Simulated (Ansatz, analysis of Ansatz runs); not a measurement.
**AlBO3 (R-3c), Na_i hop between interstitial places: barriers by charge state**

One jump of Na in AlBO3 (R-3c) at several charges. The case: Na_i hop between interstitial places.

Calculated with analysis of Ansatz runs 0.2.0; migration barriers of one hop by charge state from climbing-image bands, PBEsol; no image-charge correction, which largely cancels along a path.

## 1. Starting point

The cell holds 81 atoms: 16 Al, 16 B, 48 O and 1 Na. Cell: a = 10.516 Å, b = 10.516 Å, c = 10.516 Å, α = 50.4°, β = 50.4°, γ = 50.4°. It derives from AlBO3 (space group R-3c). Nearest the centre at fractional (0.250, 0.250, 0.500): O10 at 1.34 Å, O17 at 1.34 Å, Na81 at 1.39 Å, B13 at 1.73 Å, B4 at 1.73 Å, O56 at 2.21 Å, O49 at 2.21 Å, Al31 at 2.24 Å.

Structure file:

```xyz
81
Lattice="4.4753 2.5838 9.1583 -4.4753 2.5838 9.1583 0.0000 -5.1676 9.1583" Properties=species:S:1:pos:R:3 pbc="T T T"
Al    0.0000    0.0000    0.0000
Al    0.0000    0.0000    6.8687
B     0.0000    0.0000    3.4343
B     0.0000    0.0000   10.3030
O    -1.5468    0.0953    8.0135
O     0.8560    1.2919    8.0135
O    -0.6908    1.3872    5.7239
O     1.5468   -0.0953    5.7239
O    -0.8560   -1.2919    5.7239
O     0.6908   -1.3872    8.0135
Al    0.0000   -2.5838    4.5791
Al    0.0000   -2.5838   11.4478
B     0.0000   -2.5838    8.0135
B     0.0000   -2.5838   14.8822
O    -1.5468   -2.4885   12.5926
O     0.8560   -1.2919   12.5926
O    -0.6908   -1.1966   10.3030
O     1.5468   -2.6791   10.3030
O    -0.8560   -3.8757   10.3030
O     0.6908   -3.9711   12.5926
Al   -2.2377    1.2919    4.5791
Al   -2.2377    1.2919   11.4478
B    -2.2377    1.2919    8.0135
B    -2.2377    1.2919   14.8822
O    -3.7845    1.3872   12.5926
O    -1.3817    2.5838   12.5926
O    -2.9285    2.6791   10.3030
O    -0.6908    1.1966   10.3030
O    -3.0936    0.0000   10.3030
O    -1.5468   -0.0953   12.5926
Al   -2.2377   -1.2919    9.1583
Al   -2.2377   -1.2919   16.0270
B    -2.2377   -1.2919   12.5926
B    -2.2377   -1.2919   19.4613
O    -3.7845   -1.1966   17.1717
O    -1.3817    0.0000   17.1717
O    -2.9285    0.0953   14.8822
O    -0.6908   -1.3872   14.8822
O    -3.0936   -2.5838   14.8822
O    -1.5468   -2.6791   17.1717
Al    2.2377    1.2919    4.5791
Al    2.2377    1.2919   11.4478
B     2.2377    1.2919    8.0135
B     2.2377    1.2919   14.8822
O     0.6908    1.3872   12.5926
O     3.0936    2.5838   12.5926
O     1.5468    2.6791   10.3030
O     3.7845    1.1966   10.3030
O     1.3817    0.0000   10.3030
O     2.9285   -0.0953   12.5926
Al    2.2377   -1.2919    9.1583
Al    2.2377   -1.2919   16.0270
B     2.2377   -1.2919   12.5926
B     2.2377   -1.2919   19.4613
O     0.6908   -1.1966   17.1717
O     3.0936    0.0000   17.1717
O     1.5468    0.0953   14.8822
O     3.7845   -1.3872   14.8822
O     1.3817   -2.5838   14.8822
O     2.9285   -2.6791   17.1717
Al    0.0000    2.5838    9.1583
Al    0.0000    2.5838   16.0270
B     0.0000    2.5838   12.5926
B     0.0000    2.5838   19.4613
O    -1.5468    2.6791   17.1717
O     0.8560    3.8757   17.1717
O    -0.6908    3.9711   14.8822
O     1.5468    2.4885   14.8822
O    -0.8560    1.2919   14.8822
O     0.6908    1.1966   17.1717
Al    0.0000    0.0000   13.7374
Al    0.0000    0.0000   20.6061
B     0.0000    0.0000   17.1717
B     0.0000    0.0000   24.0404
O    -1.5468    0.0953   21.7509
O     0.8560    1.2919   21.7509
O    -0.6908    1.3872   19.4613
O     1.5468   -0.0953   19.4613
O    -0.8560   -1.2919   19.4613
O     0.6908   -1.3872   21.7509
Na    0.0000    0.0000    8.6379
```

The cell's shortest repeat is 9.0 Å.

## 2. The bands

Climbing-image bands with Ansatz at one point at (¼, ¼, ¼), on 4 threads of Arm Neoverse V1, shared host:

```tsv
charge	moment (μB)	images	iterations	energies along the band (eV)	time
+1	0	5	10	0.00, 0.30, 1.00, 1.40, 1.00, 0.30, 0.00	9.4 min
0	1	5	10	0.00, 0.38, 1.20, 1.63, 1.20, 0.37, 0.00	23 min
```

## 3. Barriers and rates

Arrhenius rates with an assumed prefactor of 1e13 per second. The hop rate by temperature:

```tsv
temperature (K)	charge +1 (1/s)	charge +0, moment 1 (1/s)
200	6.2e-23	7.5e-29
300	3.4e-11	3.8e-15
400	2.5e-5	2.7e-8
600	18.4	0.195
800	15800	523
1000	9.1e5	59508
```

## 4. What came out

```yaml
barrier_at_charge_plus_1: 1.40 eV
barrier_at_charge_0_1_mu_b: 1.63 eV
```

**Reading.** The barrier is lowest at charge +1 (1.40 eV) and highest at 0 (1.63 eV). No image-charge correction is applied. The order of the top as a saddle was not checked for all atoms, so a bent path could be lower. Keep in mind: one k-point off the zone centre stands for the whole zone; periodic copies of the defect are only 9.0 Å apart.

[Logs are printed without paths, hosts, clocks, repeated set-up lines and the standing remarks that a program may print on its own settings, such as how far it seeks lower states.]

[Hosts, paths, dates, database ids (printed as entryN), source tags and the programs' standing remarks are cut or masked in the printed files.]
